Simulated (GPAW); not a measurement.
# Mg K-edge XANES of MgV2O6 (C2/m), part 3 of 3

How does the Mg K edge of MgV2O6 (C2/m) move when the bonds are compressed or stretched?

GPAW 26.7.0; X-ray absorption from dipole matrix elements to empty bands, plane-wave PAW LDA.

So far. Step 4 (Spectrum with FCH, Mg atom 3): The hole costs E(hole) − E(ground) = 1289.96 eV, and the lowest empty level of the hole cell on the spectrum's mesh lies at 5.15 eV, which puts the zero at 1295.11 eV. The tabulated edge of the element is 1303 eV. The functional and the charged cell's background leave an error in such absolute values: in the free atom LDA prices this hole 6.5 eV below PBE (computed apart), and PBE is itself good to a few eV.

### 7. Supercell without a hole, the energy reference

Level of this step: plane-wave PAW DFT, LDA, self-consistent field (GPAW).

The cell changes for the next run, so it gets a reference energy of its own.

The cell differs from the one that the last finished run ended in (a 4.858 → 4.909 Å, b 6.697 → 6.767 Å, c 6.861 → 6.933 Å).

File scf.py:

```python
import numpy as np
from ase import Atoms
from ase.parallel import parprint, paropen
from gpaw import GPAW, PW, FermiDirac, Mixer, MixerDif, setup_paths
from gpaw.test import gen
setup_paths.insert(0, '.')
gen('Mg', name='nch1s', xcname='LDA', corehole=(1, 0, 0), write_xml=True)
from gpaw.mpi import world
world.barrier()

atoms = Atoms('V4Mg2O12',
    cell=[[4.59263316, -1.73331192, 0],
     [2.12144683, 1.73331192, 6.18780089],
     [0, -6.93324769, 0]],
    scaled_positions=[[0.73332, 0.6564, 0.23077],
     [0.73332, 0.6564, 0.73077],
     [0.26668, 0.3436, 0.76923],
     [0.26668, 0.3436, 0.26923],
     [0, 0, 0],
     [0, 0, 0.5],
     [0.8099, 0.8867, 0.2692],
     [0.8099, 0.8867, 0.7692],
     [0.1901, 0.1133, 0.7308],
     [0.1901, 0.1133, 0.2308],
     [0.1792, 0.4348, 0.0639],
     [0.1792, 0.4348, 0.5639],
     [0.8208, 0.5652, 0.9361],
     [0.8208, 0.5652, 0.4361],
     [0.355, 0.7236, 0.34215],
     [0.355, 0.7236, 0.84215],
     [0.645, 0.2764, 0.65785],
     [0.645, 0.2764, 0.15785]],
    magmoms=[2.0, 2.0, 2.0, 2.0, 0.0, 0.0, 0.0, 0.0, 0.0, 0.0, 0.0, 0.0, 0.0, 0.0, 0.0, 0.0, 0.0, 0.0],
    pbc=True)
atoms.calc = calc = GPAW(legacy_gpaw=True, mode=PW(500, force_complex_dtype=True), xc='LDA', setups={4: 'nch1s'},
    kpts={'size': (3, 2, 2), 'gamma': True}, occupations=FermiDirac(0.02),
    charge=0, mixer=MixerDif(0.05, 8, 50), maxiter=150,
    convergence={'density': 0.0001, 'eigenstates': 1e-6}, txt='scf.txt')
energy = atoms.get_potential_energy() + calc.get_reference_energy()
ef = calc.get_fermi_level()
out = dict(energy=energy, fermi=ef, forces=atoms.get_forces().tolist(), magmoms=atoms.get_magnetic_moments().tolist())
parprint(f'all-electron energy {energy:.4f} eV, Fermi level {ef:.4f} eV')
ev = np.array([[calc.get_eigenvalues(k, s) for k in range(len(calc.get_ibz_k_points()))] for s in range(calc.get_number_of_spins())])
out['homo'], out['lumo'], out['counts'] = ev[ev < ef].max(), ev[ev > ef].min(), sorted(set((ev < ef).sum((0, 2)).tolist()))
out['filled'] = (ev[:, 0] < ef).sum(1).tolist()
import json
with paropen('out.json', 'w') as f:
    json.dump(out, f)
```

Started as:

```sh
> OMP_NUM_THREADS=1 mpirun -n 4 gpaw python scf.py
```

Numbers of over 12 decimals in the logs are rounded to 6 here.

What it wrote:

```text
Input parameters:
  convergence: {density: 0.0001,
                eigenstates: 1e-06}
  kpts: {gamma: True,
         size: (3, 2, 2)}
  maxiter: 150
  mixer: {backend: pulay,
          beta: 0.05,
          method: difference,
          nmaxold: 8,
          weight: 50}
  mode: {ecut: 500.0,
         force_complex_dtype: True,
         name: pw}
  occupations: {fixmagmom: False,
                name: fermi-dirac,
[...]
2s(2) :    -2.913890     0.147237
3s(2) :    -0.175717     1.006311
2p(6) :    -1.717103     0.101380
3p(0) :    -0.050476     0.993759
*d    :     0.000000
--------------------------------

Diagonalizing with gridspacing h=0.050

state   all-electron     PAW
-------------------------------
2s:      -2.913890    -2.914469
2p:      -1.717103    -1.717995
*d:                    0.032132
*f:                    0.068122
-------------------------------
all-electron energy -138413.0384 eV, Fermi level 3.9031 eV
[key lines of the parts left out:]
Converged after 26 iterations.
Dipole moment: (0.000000, 0.000000, 0.000000) |e|*Ang
Free energy:   -153.274240
Fermi level: 3.90315
```

Wall time 2 min (4 MPI ranks of Arm Neoverse V1, shared host); peak memory 0.45 GiB.

Reference energy: -138413.038 eV with the cores included.

### 8. Spectrum with FCH, Mg atom 3

Shorter bonds are expected to push antibonding states and scattering resonances up, and longer ones down; the cell is scaled to test that.

Changed against the first core-hole run: volume scale from 1 to 0.97.

File xas.py:

```python
import numpy as np
from ase import Atoms
from ase.parallel import parprint, paropen
from gpaw import GPAW, PW, FermiDirac, Mixer, MixerDif, setup_paths
from gpaw.test import gen
setup_paths.insert(0, '.')
gen('Mg', name='fch1s', xcname='LDA', corehole=(1, 0, 1), write_xml=True)
from gpaw.mpi import world
world.barrier()

atoms = Atoms('V4Mg2O12',
    cell=[[4.59263316, -1.73331192, 0],
     [2.12144683, 1.73331192, 6.18780089],
     [0, -6.93324769, 0]],
    scaled_positions=[[0.73332, 0.6564, 0.23077],
     [0.73332, 0.6564, 0.73077],
     [0.26668, 0.3436, 0.76923],
     [0.26668, 0.3436, 0.26923],
     [0, 0, 0],
     [0, 0, 0.5],
     [0.8099, 0.8867, 0.2692],
     [0.8099, 0.8867, 0.7692],
     [0.1901, 0.1133, 0.7308],
     [0.1901, 0.1133, 0.2308],
     [0.1792, 0.4348, 0.0639],
     [0.1792, 0.4348, 0.5639],
     [0.8208, 0.5652, 0.9361],
     [0.8208, 0.5652, 0.4361],
     [0.355, 0.7236, 0.34215],
     [0.355, 0.7236, 0.84215],
     [0.645, 0.2764, 0.65785],
     [0.645, 0.2764, 0.15785]],
    magmoms=[2.0, 2.0, 2.0, 2.0, 0.0, 0.0, 0.0, 0.0, 0.0, 0.0, 0.0, 0.0, 0.0, 0.0, 0.0, 0.0, 0.0, 0.0],
    pbc=True)
atoms.calc = calc = GPAW(legacy_gpaw=True, mode=PW(500, force_complex_dtype=True), xc='LDA', setups={4: 'fch1s'},
    kpts={'size': (3, 2, 2), 'gamma': True}, occupations=FermiDirac(0.02),
    charge=0, mixer=MixerDif(0.05, 8, 50), maxiter=150,
    convergence={'density': 0.0001, 'eigenstates': 1e-6}, txt='scf.txt')
energy = atoms.get_potential_energy() + calc.get_reference_energy()
ef = calc.get_fermi_level()
out = dict(energy=energy, fermi=ef, forces=atoms.get_forces().tolist(), magmoms=atoms.get_magnetic_moments().tolist())
parprint(f'all-electron energy {energy:.4f} eV, Fermi level {ef:.4f} eV')
ev = np.array([[calc.get_eigenvalues(k, s) for k in range(len(calc.get_ibz_k_points()))] for s in range(calc.get_number_of_spins())])
out['homo'], out['lumo'], out['counts'] = ev[ev < ef].max(), ev[ev > ef].min(), sorted(set((ev < ef).sum((0, 2)).tolist()))
out['filled'] = (ev[:, 0] < ef).sum(1).tolist()

from ase.units import Ha
from gpaw.xas import dipole_matrix_elements
nb = int(calc.get_number_of_electrons() / 2) + 140
top, nb = nb, nb + 8 + nb // 12
nscf = calc.fixed_density(kpts={'size': (4, 3, 3), 'gamma': True}, nbands=nb,
    convergence={'bands': top, 'eigenstates': 5e-3}, maxiter=60, txt='nscf.txt')
cell = atoms.cell.array
ops = [cell.T @ U.T @ np.linalg.inv(cell.T) for U in nscf.wfs.kd.symmetry.op_scc]
filled = [72, 72]  # bands filled in the ground state, by spin
E = np.arange(-6, 34, 0.1)
fwhm = np.interp(E, [4, 25], [0.9, 3.5])
Y, X, zero, highest = 0, 0, 1e9, 1e9
for spin in range(nscf.get_number_of_spins()):
    wfs = nscf.wfs
    mine = wfs.bd.get_slice()  # this rank's bands
    A = dipole_matrix_elements(wfs.setups[4])
    eps = np.zeros((wfs.kd.nibzkpts, nb))
    d = np.zeros((3, A.shape[1], wfs.kd.nibzkpts, nb), complex)
    for kpt in wfs.kpt_u:
        if kpt.s == spin and 4 in kpt.P_ani:
            eps[kpt.k, mine] = kpt.eps_n * Ha
            d[:, :, kpt.k, mine] = (kpt.weight * wfs.nspins / 2) ** 0.5 * np.inner(A, kpt.P_ani[4])
    world.sum(eps)
    world.sum(d)
    T = np.einsum('amkn,bmkn->abkn', d, d.conj()).real
    T = sum(np.einsum('ai,ijkn,bj->abkn', R, T, R) for R in ops) / len(ops)
    empty = np.ones_like(eps, bool) & (np.arange(nb) >= filled[spin])
    zero, highest = min(zero, eps[empty].min()), min(highest, eps[:, top - 1].min())
    lines = [(eps, T, empty)] if spin == 0 else lines + [(eps, T, empty)]
for eps, T, empty in lines:
    f = np.einsum('aakn->akn', T).reshape(3, -1)
    x = eps.ravel() - zero
    w = np.interp(x, E, fwhm) / 2.35482
    g = np.exp(-0.5 * ((E[:, None] - x) / w) ** 2) / (w * (2 * np.pi) ** 0.5)
    Y = Y + (f * empty.ravel()) @ g.T
    X = X + (f * ~empty.ravel()) @ g.T
out.update(E=E.round(2).tolist(), xas=Y.tolist(), xes=X.tolist(), zero=zero, valid=highest - zero, nk=len(eps), nb=nb)
for i in range(0, len(E), 10):
    parprint(f'{E[i]:7.2f}', *(f'{v:10.3e}' for v in Y[:, i]))
import json
with paropen('out.json', 'w') as f:
    json.dump(out, f)
```

Started as:

```sh
> OMP_NUM_THREADS=1 mpirun -n 4 gpaw python xas.py
```

What it wrote:

```text
Input parameters:
  convergence: {density: 0.0001,
                eigenstates: 1e-06}
  kpts: {gamma: True,
         size: (3, 2, 2)}
  maxiter: 150
  mixer: {backend: pulay,
          beta: 0.05,
          method: difference,
          nmaxold: 8,
          weight: 50}
  mode: {ecut: 500.0,
         force_complex_dtype: True,
         name: pw}
  occupations: {fixmagmom: False,
                name: fermi-dirac,
[...]
2s:      -4.035788    -4.036322
2p:      -2.903993    -2.904657
*d:                   -0.118527
*f:                   -0.020612
-------------------------------
all-electron energy -137123.5300 eV, Fermi level 3.9309 eV
  -6.00  9.631e-62  1.347e-60  5.048e-62
  -5.00  2.667e-45  3.910e-44  1.466e-45
  -4.00  8.849e-32  1.259e-30  4.877e-32
  -3.00  3.836e-21  4.562e-20  1.967e-21
[...]
32.00  1.139e-05  7.457e-06  5.946e-06
  33.00  1.083e-05  7.938e-06  5.999e-06
[key lines of the parts left out:]
Converged after 20 iterations.
Dipole moment: (0.000000, 0.000000, 0.000000) |e|*Ang
Free energy:   -179.559732
Fermi level: 3.93094
```

Run time: 6.1 min. Hardware: 4 MPI ranks; peak memory 0.8 GiB; 24 min of CPU time.

```tsv
E (eV)	first run	this run
-2.0	0.00	0.00
-1.0	0.00	0.00
0.0	0.25	0.25
1.0	0.29	0.30
2.0	0.12	0.11
3.0	0.29	0.29
4.0	0.19	0.22
5.0	0.90	0.72
6.0	1.78	1.83
7.0	1.26	1.08
8.0	2.85	2.48
9.0	2.78	2.95
10.0	1.59	1.79
11.0	1.49	1.50
12.0	1.37	1.45
13.0	0.93	1.03
14.0	0.63	0.69
15.0	0.56	0.56
16.0	0.60	0.61
17.0	0.62	0.63
18.0	0.59	0.61
19.0	0.61	0.61
20.0	0.62	0.62
21.0	0.59	0.61
22.0	0.55	0.56
23.0	0.53	0.53
24.0	0.52	0.52
25.0	0.50	0.51
26.0	0.46	0.48
27.0	0.43	0.44
28.0	0.41	0.41
29.0	0.40	0.40
30.0	0.40	0.40
31.0	0.42	0.40
32.0	0.42	0.41
```

The scaled spectrum changes by 9 % r.m.s. The highest intensity below 16 eV goes from 8.5 eV (3.17) to 8.7 eV (3.07).

The photon energy of the zero moves by -0.04 eV.

### 9. Supercell without a hole, the energy reference

The cell changes for the next run, so it gets a reference energy of its own.

The cell differs from the one that the last finished run ended in (a 4.909 → 5.008 Å, b 6.767 → 6.904 Å, c 6.933 → 7.073 Å).

scf.py, as its differences from that of step 7:

```diff
@@ -11,5 +11,5 @@
 atoms = Atoms('V4Mg2O12',
-    cell=[[4.59263316, -1.73331192, 0],
-     [2.12144683, 1.73331192, 6.18780089],
-     [0, -6.93324769, 0]],
+    cell=[[4.68543863, -1.76833776, 0],
+     [2.16431589, 1.76833776, 6.31284065],
+     [0, -7.07335104, 0]],
     scaled_positions=[[0.73332, 0.6564, 0.23077],
```

Started as:

```sh
> OMP_NUM_THREADS=1 mpirun -n 4 gpaw python scf.py
```

What it wrote:

```text
Input parameters:
  convergence: {density: 0.0001,
                eigenstates: 1e-06}
  kpts: {gamma: True,
         size: (3, 2, 2)}
  maxiter: 150
  mixer: {backend: pulay,
          beta: 0.05,
          method: difference,
          nmaxold: 8,
          weight: 50}
  mode: {ecut: 500.0,
         force_complex_dtype: True,
         name: pw}
  occupations: {fixmagmom: False,
                name: fermi-dirac,
[...]
2s(2) :    -2.913890     0.147237
3s(2) :    -0.175717     1.006311
2p(6) :    -1.717103     0.101380
3p(0) :    -0.050476     0.993759
*d    :     0.000000
--------------------------------

Diagonalizing with gridspacing h=0.050

state   all-electron     PAW
-------------------------------
2s:      -2.913890    -2.914469
2p:      -1.717103    -1.717995
*d:                    0.032132
*f:                    0.068122
-------------------------------
all-electron energy -138412.3981 eV, Fermi level 3.3203 eV
[key lines of the parts left out:]
Converged after 28 iterations.
Dipole moment: (-0.000000, 0.000000, 0.000000) |e|*Ang
Free energy:   -152.633900
Fermi level: 3.32034
```

Run time: 2.3 min. Hardware: 4 MPI ranks; peak memory 0.47 GiB.

Reference energy: -138412.398 eV with the cores included.

### 10. Spectrum with FCH, Mg atom 3

Shorter bonds are expected to push antibonding states and scattering resonances up, and longer ones down; the cell is scaled to test that.

Changed against the first core-hole run: volume scale from 1 to 1.03.

xas.py, as its differences from that of step 8:

```diff
@@ -11,5 +11,5 @@
 atoms = Atoms('V4Mg2O12',
-    cell=[[4.59263316, -1.73331192, 0],
-     [2.12144683, 1.73331192, 6.18780089],
-     [0, -6.93324769, 0]],
+    cell=[[4.68543863, -1.76833776, 0],
+     [2.16431589, 1.76833776, 6.31284065],
+     [0, -7.07335104, 0]],
     scaled_positions=[[0.73332, 0.6564, 0.23077],
@@ -48,3 +48,3 @@
 from gpaw.xas import dipole_matrix_elements
-nb = int(calc.get_number_of_electrons() / 2) + 140
+nb = int(calc.get_number_of_electrons() / 2) + 147
 top, nb = nb, nb + 8 + nb // 12
```

Started as:

```sh
> OMP_NUM_THREADS=1 mpirun -n 4 gpaw python xas.py
```

What it wrote:

```text
Input parameters:
  convergence: {density: 0.0001,
                eigenstates: 1e-06}
  kpts: {gamma: True,
         size: (3, 2, 2)}
  maxiter: 150
  mixer: {backend: pulay,
          beta: 0.05,
          method: difference,
          nmaxold: 8,
          weight: 50}
  mode: {ecut: 500.0,
         force_complex_dtype: True,
         name: pw}
  occupations: {fixmagmom: False,
                name: fermi-dirac,
[...]
2s:      -4.035788    -4.036322
2p:      -2.903993    -2.904657
*d:                   -0.118527
*f:                   -0.020612
-------------------------------
all-electron energy -137122.0125 eV, Fermi level 3.1526 eV
  -6.00  8.223e-62  9.777e-61  4.518e-62
  -5.00  2.287e-45  2.846e-44  1.310e-45
  -4.00  7.653e-32  9.259e-31  4.350e-32
  -3.00  3.402e-21  3.424e-20  1.767e-21
[...]
32.00  1.086e-05  8.494e-06  6.127e-06
  33.00  9.365e-06  9.315e-06  6.064e-06
[key lines of the parts left out:]
Converged after 19 iterations.
Dipole moment: (-0.000000, 0.000000, 0.000000) |e|*Ang
Free energy:   -178.042220
Fermi level: 3.15257
```

Wall time 6.9 min (4 MPI ranks); peak memory 0.86 GiB; 27 min of CPU time.

```tsv
E (eV)	first run	this run
-2.0	0.00	0.00
-1.0	0.00	0.00
0.0	0.25	0.24
1.0	0.29	0.29
2.0	0.12	0.13
3.0	0.29	0.28
4.0	0.19	0.15
5.0	0.90	1.10
6.0	1.78	1.73
7.0	1.26	1.49
8.0	2.85	3.16
9.0	2.78	2.51
10.0	1.59	1.45
11.0	1.49	1.47
12.0	1.37	1.28
13.0	0.93	0.83
14.0	0.63	0.59
15.0	0.56	0.56
16.0	0.60	0.60
17.0	0.62	0.60
18.0	0.59	0.59
19.0	0.61	0.61
20.0	0.62	0.62
21.0	0.59	0.58
22.0	0.55	0.54
23.0	0.53	0.52
24.0	0.52	0.51
25.0	0.50	0.48
26.0	0.46	0.45
27.0	0.43	0.42
28.0	0.41	0.41
29.0	0.40	0.41
30.0	0.40	0.42
31.0	0.42	0.43
32.0	0.42	0.43
```

The scaled spectrum changes by 9 % r.m.s. The highest intensity below 16 eV goes from 8.5 eV (3.17) to 8.3 eV (3.27).

The photon energy of the zero moves by +0.04 eV.

### 11. The volumes side by side

```tsv
volume	nearest distance (Å)	shift of the zero (eV)	maximum 1 (eV above own zero)	maximum 2 (eV above own zero)	maximum 3 (eV above own zero)
0.94	1.983	-0.08	0.5	5.9	8.9
0.97	2.004	-0.04	0.5	5.8	8.7
1	2.024	+0.00	0.5	5.7	8.5
1.03	2.044	+0.04	0.5	5.6	8.3
```

The curves, each shifted by its zero's change so that they share one photon-energy axis, counted from the zero at V × 1:

```tsv
E (eV)	V × 0.94	V × 0.97	V × 1	V × 1.03
-2.0	0.00	0.00	0.00	0.00
-1.0	0.00	0.00	0.00	0.00
0.0	0.30	0.27	0.25	0.22
1.0	0.30	0.29	0.29	0.30
2.0	0.10	0.11	0.12	0.13
3.0	0.29	0.29	0.29	0.28
4.0	0.25	0.22	0.19	0.16
5.0	0.70	0.80	0.90	1.00
6.0	1.77	1.78	1.78	1.79
7.0	0.99	1.11	1.26	1.44
8.0	2.22	2.54	2.85	3.12
9.0	2.95	2.91	2.78	2.58
10.0	1.96	1.75	1.59	1.47
11.0	1.53	1.51	1.49	1.47
12.0	1.49	1.43	1.37	1.30
13.0	1.11	1.01	0.93	0.85
14.0	0.74	0.68	0.63	0.60
15.0	0.57	0.56	0.56	0.56
16.0	0.61	0.61	0.60	0.60
17.0	0.65	0.63	0.62	0.60
18.0	0.62	0.60	0.59	0.59
19.0	0.61	0.61	0.61	0.61
20.0	0.62	0.62	0.62	0.62
21.0	0.61	0.60	0.59	0.58
22.0	0.58	0.56	0.55	0.54
23.0	0.54	0.53	0.53	0.52
24.0	0.52	0.52	0.52	0.51
25.0	0.51	0.51	0.50	0.48
26.0	0.49	0.47	0.46	0.45
27.0	0.45	0.44	0.43	0.42
28.0	0.42	0.41	0.41	0.41
29.0	0.40	0.40	0.40	0.41
30.0	0.39	0.40	0.40	0.42
31.0	0.39	0.40	0.42	0.43
32.0	0.40	0.42	0.42	0.43
```

### 12. Outcome

```yaml
absorber_and_edge: Mg K, atom 3 of the ground-state input (counted from 1)
surroundings: 2 O at 2.02 Å and 4 O at 2.20 Å (distorted octahedral, site symmetry 2/m)
highest_intensity_below_16_ev: 8.5 eV above the zero, height 3.17
photon_energy_of_the_zero_spin_polarised_hole_raw: 1295.1 eV (LDA puts this hole about 6 eV below PBE, itself good to a few eV)
```

From V × 0.94 to V × 1.03 the nearest distance grows by 0.061 Å and the zero moves by +0.12 eV. Above their own zero, the maxima move from 0.5 to 0.5 eV, from 5.9 to 5.6 eV and from 8.9 to 8.3 eV. The Mg K edge of atom 3, with 2 O at 2.02 Å and 4 O at 2.20 Å (distorted octahedral, site symmetry 2/m), has its highest intensity of the first 16 eV at 8.5 eV above the zero, near 1304 eV in photon energy (LDA puts this hole about 6 eV below PBE, itself good to a few eV), 3.2 times the mean level of the first 20 eV (Gaussian full width 0.9 eV up to 4 eV, rising linearly to 3.5 eV at 25 eV). At the Mg K edge of atom 3 polarisation matters most near 8.6 eV, where the curves differ by 4.7 on this scale. The hole lies in one spin channel, while the script sums the empty states of both and takes the lower zero; where the two channels are split, this blurs and shifts the curve. The starting moments shrank to 0.00 μB or less, so this is hardly a magnetic state. The holes are only 5.0 Å apart, so the shape is probably not converged with cell size; no larger cell was run here. The mesh is coarse (0.36 Å⁻¹ between points), so small maxima may be mesh ripples. The structure is a published determination, not relaxed.

[Banner, clock and machine lines of the logs are left out without a mark of their own.]

[Logs are printed without paths, hosts, clocks, repeated set-up lines and the standing remarks that a program may print on its own settings, such as how far it seeks lower states.]

[Hosts, paths, dates, database ids (printed as entryN), source tags and the programs' standing remarks are cut or masked in the printed files.]

[Lists of maxima count a maximum above −3 eV only where it reaches 4 % of the highest in the window and stands out from its surroundings by 2 % of it (1.5 % where it reaches 55 %); shoulders and weaker maxima are passed over, and of the rest the first, up to two pre-edge ones and the few strongest are named.]
